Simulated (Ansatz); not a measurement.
# W(100) with 4 thermally displaced layers, 2x2: scattering by thermal displacements, part 2 of 2

How much do lattice vibrations at 500 K scatter the electrons of W? Layers with random displacements are laid between perfect leads, and the resistance is followed against their length. The measured value for the pure metal at this temperature is 10.3 µΩ cm (CRC Handbook of Chemistry and Physics, 84th ed., 2003, Electrical Resistivity of Pure Metals).

Ansatz 0.2.0; Ansatz plane-wave DFT, PBE, PAW files; ballistic transport by layer matching (Landauer), zero bias; PAW set soft_1.

So far, open channels per spin nearest the Fermi level: step 2 (with 4 displaced layers) 5.66.

## Step 3: With 8 displaced layers

Each atom of 8 layers is moved at random, by amounts drawn from a normal law 0.0502 Å wide in each direction from the Debye model (400 K) at 500 K. A fresh draw is used; the growth of the resistance with length is what counts.

System of this step: W(100) with 8 thermally displaced layers, 2x2. The cell holds 72 atoms: 72 W. Its edges and angles: a = 6.330 Å, b = 6.330 Å, c = 28.483 Å, α = 90.0°, β = 90.0°, γ = 90.0°. It derives from W. Regions: lead, 40 atoms (40 W); scattering region, 32 atoms (32 W). The structure is stacked along c, and the current runs across the ab planes.

Contents of input.yaml:

```yaml
crystal:
  lattice:
    - [6.3296, 0.0, 0.0]
    - [0.0, 6.3296, 0.0]
    - [0.0, 0.0, 28.4832]
  atoms:
    - { symbol: W, position: [0.0, 0.0, 0.0277777778] }
    - { symbol: W, position: [0.0, 0.5, 0.0277777778] }
    - { symbol: W, position: [0.5, 0.0, 0.0277777778] }
    - { symbol: W, position: [0.5, 0.5, 0.0277777778] }
    - { symbol: W, position: [0.25, 0.25, 0.0833333333] }
    - { symbol: W, position: [0.25, 0.75, 0.0833333333] }
    - { symbol: W, position: [0.75, 0.25, 0.0833333333] }
    - { symbol: W, position: [0.75, 0.75, 0.0833333333] }
    - { symbol: W, position: [0.0, 0.0, 0.1388888889] }
    - { symbol: W, position: [0.0, 0.5, 0.1388888889] }
    - { symbol: W, position: [0.5, 0.0, 0.1388888889] }
    - { symbol: W, position: [0.5, 0.5, 0.1388888889] }
    - { symbol: W, position: [0.25, 0.25, 0.1944444444] }
    - { symbol: W, position: [0.25, 0.75, 0.1944444444] }
    - { symbol: W, position: [0.75, 0.25, 0.1944444444] }
    - { symbol: W, position: [0.75, 0.75, 0.1944444444] }
    - { symbol: W, position: [0.0, 0.0, 0.25] }
    - { symbol: W, position: [0.0, 0.5, 0.25] }
    - { symbol: W, position: [0.5, 0.0, 0.25] }
    - { symbol: W, position: [0.5, 0.5, 0.25] }
    - { symbol: W, position: [0.2472441971, 0.254371312, 0.3048859815] }
    - { symbol: W, position: [0.25347965, 0.7577646831, 0.304597086] }
    - { symbol: W, position: [0.7597607576, 0.2628558231, 0.3074563223] }
    - { symbol: W, position: [0.7592384652, 0.7586941561, 0.3095269831] }
    - { symbol: W, position: [0.0014732941, 1.65202e-05, 0.3621734999] }
    - { symbol: W, position: [0.992800861, 0.4876881793, 0.3595574318] }
    - { symbol: W, position: [0.5029532748, 0.0037498294, 0.3584047764] }
    - { symbol: W, position: [0.4850700397, 0.4974939835, 0.3607798448] }
    - { symbol: W, position: [0.2496099917, 0.2553217987, 0.4188312891] }
    - { symbol: W, position: [0.2518302846, 0.7548566682, 0.4147374412] }
    - { symbol: W, position: [0.7406755666, 0.2518726291, 0.4178374875] }
    - { symbol: W, position: [0.755756833, 0.754698585, 0.4180480085] }
    - { symbol: W, position: [0.0064193965, 0.9861106653, 0.4709289707] }
    - { symbol: W, position: [0.0036079893, 0.5047297374, 0.4695586332] }
    - { symbol: W, position: [0.5092986977, 0.9965214391, 0.4718128001] }
    - { symbol: W, position: [0.5021705231, 0.5059422564, 0.4696977504] }
    - { symbol: W, position: [0.2578469022, 0.2506126948, 0.5264199703] }
    - { symbol: W, position: [0.2478179473, 0.7326731571, 0.5266369814] }
    - { symbol: W, position: [0.751441973, 0.2443794534, 0.5271999748] }
    - { symbol: W, position: [0.7488366347, 0.7503835087, 0.5295756551] }
    - { symbol: W, position: [0.9998026545, 0.9979392696, 0.5842821705] }
    - { symbol: W, position: [0.0164610606, 0.4972830859, 0.584236762] }
    - { symbol: W, position: [0.4874969185, 0.0106655467, 0.5844948541] }
    - { symbol: W, position: [0.5105649215, 0.4995318374, 0.5814963873] }
    - { symbol: W, position: [0.2570239854, 0.2559731575, 0.6373615779] }
    - { symbol: W, position: [0.238324244, 0.7535602091, 0.6385869776] }
    - { symbol: W, position: [0.7707062833, 0.245130952, 0.6379578131] }
    - { symbol: W, position: [0.7491219868, 0.736801318, 0.6373227396] }
    - { symbol: W, position: [0.0130346392, 0.9989585891, 0.6933727526] }
    - { symbol: W, position: [0.9899178378, 0.5046014107, 0.6956040524] }
    - { symbol: W, position: [0.5020328788, 0.9969148544, 0.6949826574] }
    - { symbol: W, position: [0.5030248055, 0.49460272, 0.6955406989] }
    - { symbol: W, position: [0.25, 0.25, 0.75] }
    - { symbol: W, position: [0.25, 0.75, 0.75] }
    - { symbol: W, position: [0.75, 0.25, 0.75] }
    - { symbol: W, position: [0.75, 0.75, 0.75] }
    - { symbol: W, position: [0.0, 0.0, 0.8055555556] }
    - { symbol: W, position: [0.0, 0.5, 0.8055555556] }
    - { symbol: W, position: [0.5, 0.0, 0.8055555556] }
    - { symbol: W, position: [0.5, 0.5, 0.8055555556] }
    - { symbol: W, position: [0.25, 0.25, 0.8611111111] }
    - { symbol: W, position: [0.25, 0.75, 0.8611111111] }
    - { symbol: W, position: [0.75, 0.25, 0.8611111111] }
    - { symbol: W, position: [0.75, 0.75, 0.8611111111] }
    - { symbol: W, position: [0.0, 0.0, 0.9166666667] }
    - { symbol: W, position: [0.0, 0.5, 0.9166666667] }
    - { symbol: W, position: [0.5, 0.0, 0.9166666667] }
    - { symbol: W, position: [0.5, 0.5, 0.9166666667] }
    - { symbol: W, position: [0.25, 0.25, 0.9722222222] }
    - { symbol: W, position: [0.25, 0.75, 0.9722222222] }
    - { symbol: W, position: [0.75, 0.25, 0.9722222222] }
    - { symbol: W, position: [0.75, 0.75, 0.9722222222] }
kpoints:
  mp_grid: { grid: [4, 4, 1] }
hamiltonian:
  xc: pbe
  pseudopotentials: { kind: paw, azcp: { folder: soft_1 } }
scf:
  occupations: { method: fermi_dirac, width: 0.1 }
output:
  transmission: { leads: [[0, 4]], kmesh: [8, 8], e_range: [-0.05, 0.05], de: 0.05 }
  write_potential: true
  write_density: true
  volumetric_format: npy
```

Run with:

```bash
$ ansatz run input.yaml --threads 4 --pin off --max-ram 15360MiB --backend cpu --events-out ev --progress --plain --runs-dir out
```

Numbers of over 12 decimals in the logs are rounded to 6 here.

Log:

```text
[...]
Crystal: 72 atoms, lattice volume = 1141.146 Å³
Basis set: ecut = 420 eV, 22299 PW (Γ)
Bands: 605, of which v1, the nominal top of the filled ones, is band 504 counted from 1 (503 counted from 0)
Symmetry: 1 space group operations
[...]
k-points: 10 of 16 (time reversal used)
[...]
SCF iter   1: F=—  HF=-747798.325124 eV  |F-HF|=—  |Δ(HF+E_count)|=         —  Δρ=6.30e-2  dr2=4.00e1  ethr=3.10e-3  ⟨swp⟩=4.9  Hψ=21947  notcnv=0
[...]
SCF iter   8: F=-747784.618643 eV  HF=-747784.618643 eV  |F-HF|=1.63e-8  |Δ(HF+E_count)|=   1.86e-9  Δρ=6.65e-7  dr2=1.90e-8  ethr=9.92e-12  ⟨swp⟩=6.7  Hψ=13195  notcnv=0
SCF 1 converged in 8 iterations: F = -747784.618643 eV  dr2 = 1.90e-8
[...]
transmission: 123 of 1224 steps passed
transmission: 249 of 1224 steps passed
[...]
transmission: 1224 of 1224 steps passed
SCF converged after 8 iterations
Free energy (F): -747784.618643 eV
[...]
Internal energy: -747783.389959 eV  (E = F + TS)
E sigma→0 (E₀):  -747784.004301 eV
Entropy (-TS):   -1.228684 eV (-17.065 meV/atom)
Fermi energy:    22.419406 eV
[...]
--- Band table (eV; the first three rows and the last of 10) ---
  k-point 0: bands = [... 500 lower, 22.3182, 22.3377, 22.3839, 22.4045, 22.4246, 22.4468, 22.4851, 22.4950, ... 97 higher]
  k-point 1: bands = [... 500 lower, 22.3068, 22.3228, 22.3294, 22.3504, 22.3707, 22.4047, 22.4308, 22.4475, ... 97 higher]
  k-point 2: bands = [... 500 lower, 22.4350, 22.4740, 22.4889, 22.4949, 22.5444, 22.5787, 22.5979, 22.6081, ... 97 higher]
  k-point 9: bands = [... 500 lower, 21.7182, 21.7237, 21.7661, 21.7705, 22.5037, 22.5071, 22.5296, 22.5654, ... 97 higher]
--- Transmission ---
  basis      : 349 plane waves across, 36 finite elements along
  points     : 34, standing for a mesh of 8 x 8
[...]
channels       : 5.281250e0 a spin
[...]
slowest decay  : 0.0383 /Å at (0.5000, 0.5000)
  junction   : crystal 0 to crystal 0, 0.70 to 27.60 Å
    transmission   : 4.240514e0 a spin
[...]
```

Elapsed: 39 min, on 4 threads of Arm Neoverse N1, shared host; peak memory 8.2 GiB; 2.2 h of CPU time.

Numbers from this step:

* free energy: -747784.6186 eV
* energy at zero smearing: -747784.0043 eV
* Fermi energy: 22.42 eV
* transmission per spin nearest the Fermi level: 4.241
* open channels per spin nearest the Fermi level: 5.281
* step of the lead's potential: 6 meV

Per spin. Transmission, zone mean against energy, zero at the Fermi level:

```csv
energy (eV),"transmission, zone mean"
-0.0500,4.02
0.0000,4.24
0.0500,4.52
```

Over the solved energies the transmission per spin lies between 4.02 and 4.52, out of 5.20 channels of the lead on average (up to 5.66).

## Step 4: With 12 displaced layers

Each atom of 12 layers is moved at random, by amounts drawn from a normal law 0.0502 Å wide in each direction from the Debye model (400 K) at 500 K. A fresh draw is used; the growth of the resistance with length is what counts.

System of this step: W(100) with 12 thermally displaced layers, 2x2. The cell holds 88 atoms: 88 W. Its edges and angles: a = 6.330 Å, b = 6.330 Å, c = 34.813 Å, α = 90.0°, β = 90.0°, γ = 90.0°. It derives from W. Regions: lead, 40 atoms (40 W); scattering region, 48 atoms (48 W). The structure is stacked along c, and the current runs across the ab planes.

Contents of input.yaml:

```yaml
crystal:
  lattice:
    - [6.3296, 0.0, 0.0]
    - [0.0, 6.3296, 0.0]
    - [0.0, 0.0, 34.8128]
  atoms:
    - { symbol: W, position: [0.0, 0.0, 0.0227272727] }
    - { symbol: W, position: [0.0, 0.5, 0.0227272727] }
    - { symbol: W, position: [0.5, 0.0, 0.0227272727] }
    - { symbol: W, position: [0.5, 0.5, 0.0227272727] }
    - { symbol: W, position: [0.25, 0.25, 0.0681818182] }
    - { symbol: W, position: [0.25, 0.75, 0.0681818182] }
    - { symbol: W, position: [0.75, 0.25, 0.0681818182] }
    - { symbol: W, position: [0.75, 0.75, 0.0681818182] }
    - { symbol: W, position: [0.0, 0.0, 0.1136363636] }
    - { symbol: W, position: [0.0, 0.5, 0.1136363636] }
    - { symbol: W, position: [0.5, 0.0, 0.1136363636] }
    - { symbol: W, position: [0.5, 0.5, 0.1136363636] }
    - { symbol: W, position: [0.25, 0.25, 0.1590909091] }
    - { symbol: W, position: [0.25, 0.75, 0.1590909091] }
    - { symbol: W, position: [0.75, 0.25, 0.1590909091] }
    - { symbol: W, position: [0.75, 0.75, 0.1590909091] }
    - { symbol: W, position: [0.0, 0.0, 0.2045454545] }
    - { symbol: W, position: [0.0, 0.5, 0.2045454545] }
    - { symbol: W, position: [0.5, 0.0, 0.2045454545] }
    - { symbol: W, position: [0.5, 0.5, 0.2045454545] }
    - { symbol: W, position: [0.2332318591, 0.2397820689, 0.24956198] }
    - { symbol: W, position: [0.2491399425, 0.7407709474, 0.2504737699] }
    - { symbol: W, position: [0.7583676429, 0.2535754075, 0.2503236023] }
    - { symbol: W, position: [0.7565653311, 0.7532059974, 0.2483535416] }
    - { symbol: W, position: [0.9983943072, 0.010236179, 0.2938151469] }
    - { symbol: W, position: [0.0004938188, 0.4969154683, 0.2941602894] }
    - { symbol: W, position: [0.4919817541, 0.0008007811, 0.2959090427] }
    - { symbol: W, position: [0.5024495502, 0.4885374048, 0.2950383982] }
    - { symbol: W, position: [0.2527404706, 0.2575052158, 0.3418783419] }
    - { symbol: W, position: [0.2565921383, 0.7586968536, 0.3420965666] }
    - { symbol: W, position: [0.7435379936, 0.2504600815, 0.3398812814] }
    - { symbol: W, position: [0.7311223757, 0.7366758196, 0.3439197404] }
    - { symbol: W, position: [0.9911433513, 0.9822271507, 0.3855207227] }
    - { symbol: W, position: [0.0120511455, 0.4996436263, 0.3869517856] }
    - { symbol: W, position: [0.4978572333, 0.9993402549, 0.38818919] }
    - { symbol: W, position: [0.5063097191, 0.4993162956, 0.3876486818] }
    - { symbol: W, position: [0.2585171525, 0.2482627008, 0.4322072949] }
    - { symbol: W, position: [0.2520144101, 0.744702507, 0.4334768844] }
    - { symbol: W, position: [0.7486758043, 0.2450895509, 0.4294029445] }
    - { symbol: W, position: [0.7399693308, 0.7620918241, 0.4301750678] }
    - { symbol: W, position: [0.0034050219, 0.997089683, 0.4780096774] }
    - { symbol: W, position: [0.0047743277, 0.493846496, 0.4768520775] }
    - { symbol: W, position: [0.5007875827, 0.0009080044, 0.4772316375] }
    - { symbol: W, position: [0.4975167733, 0.5049892406, 0.4791709981] }
    - { symbol: W, position: [0.2542845093, 0.2441330147, 0.523297933] }
    - { symbol: W, position: [0.2504843643, 0.7536592675, 0.525386149] }
    - { symbol: W, position: [0.7483040212, 0.2499088255, 0.5214494224] }
    - { symbol: W, position: [0.7477095436, 0.7454884226, 0.5250330268] }
    - { symbol: W, position: [0.0024095643, 0.9954664841, 0.5709626616] }
    - { symbol: W, position: [0.9894720114, 0.5068271033, 0.569646478] }
    - { symbol: W, position: [0.504549593, 0.9979298821, 0.5679953279] }
    - { symbol: W, position: [0.4972774842, 0.5062311039, 0.5648252632] }
    - { symbol: W, position: [0.2459474522, 0.2512044411, 0.6127987602] }
    - { symbol: W, position: [0.2355922032, 0.7480751293, 0.612547981] }
    - { symbol: W, position: [0.7563436109, 0.2610770293, 0.6137363577] }
    - { symbol: W, position: [0.7346684419, 0.7484448175, 0.6123044667] }
    - { symbol: W, position: [0.0054062442, 0.0134079545, 0.6595484001] }
    - { symbol: W, position: [0.0161331448, 0.5120056766, 0.6600947809] }
    - { symbol: W, position: [0.4931809297, 0.0016558264, 0.6571608057] }
    - { symbol: W, position: [0.5091233936, 0.5018924015, 0.6612511476] }
    - { symbol: W, position: [0.2533311281, 0.2356977336, 0.7056806901] }
    - { symbol: W, position: [0.258517289, 0.7643413991, 0.7033552648] }
    - { symbol: W, position: [0.7438514682, 0.2516797704, 0.7032360426] }
    - { symbol: W, position: [0.7402362208, 0.7424489021, 0.7084796065] }
    - { symbol: W, position: [0.9960412394, 0.992936957, 0.7495217995] }
    - { symbol: W, position: [0.0008923253, 0.5110762837, 0.7515134236] }
    - { symbol: W, position: [0.5070720774, 0.0011665617, 0.7503733914] }
    - { symbol: W, position: [0.4957496255, 0.4888686968, 0.753083333] }
    - { symbol: W, position: [0.25, 0.25, 0.7954545455] }
    - { symbol: W, position: [0.25, 0.75, 0.7954545455] }
    - { symbol: W, position: [0.75, 0.25, 0.7954545455] }
    - { symbol: W, position: [0.75, 0.75, 0.7954545455] }
    - { symbol: W, position: [0.0, 0.0, 0.8409090909] }
    - { symbol: W, position: [0.0, 0.5, 0.8409090909] }
    - { symbol: W, position: [0.5, 0.0, 0.8409090909] }
    - { symbol: W, position: [0.5, 0.5, 0.8409090909] }
    - { symbol: W, position: [0.25, 0.25, 0.8863636364] }
    - { symbol: W, position: [0.25, 0.75, 0.8863636364] }
    - { symbol: W, position: [0.75, 0.25, 0.8863636364] }
    - { symbol: W, position: [0.75, 0.75, 0.8863636364] }
    - { symbol: W, position: [0.0, 0.0, 0.9318181818] }
    - { symbol: W, position: [0.0, 0.5, 0.9318181818] }
    - { symbol: W, position: [0.5, 0.0, 0.9318181818] }
    - { symbol: W, position: [0.5, 0.5, 0.9318181818] }
    - { symbol: W, position: [0.25, 0.25, 0.9772727273] }
    - { symbol: W, position: [0.25, 0.75, 0.9772727273] }
    - { symbol: W, position: [0.75, 0.25, 0.9772727273] }
    - { symbol: W, position: [0.75, 0.75, 0.9772727273] }
kpoints:
  mp_grid: { grid: [4, 4, 1] }
hamiltonian:
  xc: pbe
  pseudopotentials: { kind: paw, azcp: { folder: soft_1 } }
scf:
  occupations: { method: fermi_dirac, width: 0.1 }
output:
  transmission: { leads: [[0, 4]], kmesh: [8, 8], e_range: [-0.05, 0.05], de: 0.05 }
  write_potential: true
  write_density: true
  volumetric_format: npy
```

Log:

```text
[...]
Crystal: 88 atoms, lattice volume = 1394.734 Å³
Basis set: ecut = 420 eV, 27305 PW (Γ)
Bands: 740, of which v1, the nominal top of the filled ones, is band 616 counted from 1 (615 counted from 0)
Symmetry: 1 space group operations
[...]
k-points: 10 of 16 (time reversal used)
[...]
SCF iter   1: F=—  HF=-913974.603881 eV  |F-HF|=—  |Δ(HF+E_count)|=         —  Δρ=6.30e-2  dr2=4.99e1  ethr=3.10e-3  ⟨swp⟩=4.8  Hψ=26987  notcnv=0
[...]
SCF iter   8: F=-913957.698011 eV  HF=-913957.698011 eV  |F-HF|=3.60e-8  |Δ(HF+E_count)|=  2.33e-10  Δρ=6.47e-7  dr2=3.94e-8  ethr=8.12e-12  ⟨swp⟩=6.0  Hψ=15513  notcnv=0
SCF 1 converged in 8 iterations: F = -913957.698011 eV  dr2 = 3.94e-8
[...]
transmission: 182 of 1802 steps passed
transmission: 362 of 1802 steps passed
[...]
transmission: 1802 of 1802 steps passed
SCF converged after 8 iterations
Free energy (F): -913957.698011 eV
[...]
Internal energy: -913956.211836 eV  (E = F + TS)
E sigma→0 (E₀):  -913956.954924 eV
Entropy (-TS):   -1.486175 eV (-16.888 meV/atom)
Fermi energy:    22.415340 eV
[...]
--- Band table (eV; the first three rows and the last of 10) ---
  k-point 0: bands = [... 612 lower, 22.2333, 22.2422, 22.2527, 22.2751, 22.2840, 22.3223, 22.4317, 22.5102, ... 120 higher]
  k-point 1: bands = [... 612 lower, 22.3550, 22.3632, 22.3712, 22.3836, 22.3893, 22.3994, 22.4317, 22.4522, ... 120 higher]
  k-point 2: bands = [... 612 lower, 22.4233, 22.4403, 22.4575, 22.4681, 22.4854, 22.5189, 22.5330, 22.5454, ... 120 higher]
  k-point 9: bands = [... 612 lower, 21.7102, 21.7232, 21.7573, 21.7732, 22.4928, 22.5211, 22.5497, 22.5549, ... 120 higher]
--- Transmission ---
  basis      : 349 plane waves across, 53 finite elements along
  points     : 34, standing for a mesh of 8 x 8
[...]
channels       : 5.281250e0 a spin
[...]
slowest decay  : 0.0385 /Å at (0.5000, 0.5000)
  junction   : crystal 0 to crystal 0, 0.70 to 33.93 Å
    transmission   : 3.900205e0 a spin
[...]
```

The job ended after 47 min (4 threads; peak memory 8.3 GiB).

Numbers from this step:

* free energy: -913957.6980 eV
* energy at zero smearing: -913956.9549 eV
* transmission per spin nearest the Fermi level: 3.900
* step of the lead's potential: 4.9 meV

Per spin. The transmission, zone mean by energy, zero at the Fermi level:

```csv
energy (eV),"transmission, zone mean"
-0.0500,3.73
0.0000,3.90
0.0500,4.15
```

Over the solved energies the transmission per spin lies between 3.73 and 4.15, out of 5.20 channels of the lead on average (up to 5.66).

## Step 5: Resistance against length

This step: Ansatz plane-wave DFT, PBE, PAW files; ballistic transport by layer matching (Landauer), zero bias; resistivity from the slope of the area resistance; PAW set soft_1 (Ansatz 0.2.0).

Numbers from this step:

| Quantity | Value |
| --- | --- |
| resistivity | 17.46 µΩ cm |
| intercept | -0.006853 fΩ m² |
| scatter about the fit | 0.003360 fΩ m² |

Resistance, by row:

```csv
run,length (Å),T,channels N,RA (fΩ m²)
n4,6.33,4.957,5.49,0.1013
n8,12.66,4.26,5.198,0.2189
n12,18.99,3.926,5.198,0.3223
```

Area resistance against length of the displaced region:

```csv
length of the displaced region (Å),area resistance (fΩ m²)
6.33,0.101
12.66,0.219
18.99,0.322
```

The area resistance goes from 0.10 to 0.32 fΩ m² between 6.3 and 19.0 Å, a slope of 17 µΩ cm.

By hand from the end points: (0.3223 − 0.1013) fΩ m² / (18.99 − 6.33) Å = 17 µΩ cm, since 1 fΩ m² per Å is 1000 µΩ cm.

## Step 6: What came out

```yaml
resistivity_from_the_slope: 17.5 µΩ cm
area_resistance_over_6p33_a: 0.101 fΩ m²
area_resistance_over_12p7_a: 0.219 fΩ m²
area_resistance_over_19p0_a: 0.322 fΩ m²
```

The slope gives 17 µΩ cm. The points scatter by 0.0034 fΩ m² about the line, with one random draw a length in a 2x2 cell, so the slope is a rough value. The mean square of the displacements drawn is 0.78, 0.91 and 1.0 of the nominal one at the three lengths; with each resistance scaled back by that, the slope is 15 µΩ cm, the value used below. The lead's own channel count moves between the runs (5.49, 5.20 and 5.20), which shifts RA and the slope too. Read with a model of isotropic scattering on a spherical Fermi surface and the lead's 1.1×10¹⁵ S/m², this slope means a mean free path near 54 Å; over these lengths the model's slope is 1.11 times its bulk resistivity, which would be 13 µΩ cm. Uncorrelated displacements put too much weight on short waves, which scatter strongly; with the sideways repeat of a small cell, one draw and three short lengths, the method is good to a factor of two or three. The measured value is 10.3 µΩ cm (CRC Handbook of Chemistry and Physics, 84th ed., 2003, Electrical Resistivity of Pure Metals); the scaled slope is 1.4 times that and the corrected value 1.3: fair for so small a cell. Spin-orbit coupling is left out, which matters for W.

[Logs are printed without paths, hosts, clocks, repeated set-up lines and the standing remarks that a program may print on its own settings, such as how far it seeks lower states.]

[Hosts, paths, dates, database ids (printed as entryN), source tags and the programs' standing remarks are cut or masked in the printed files.]
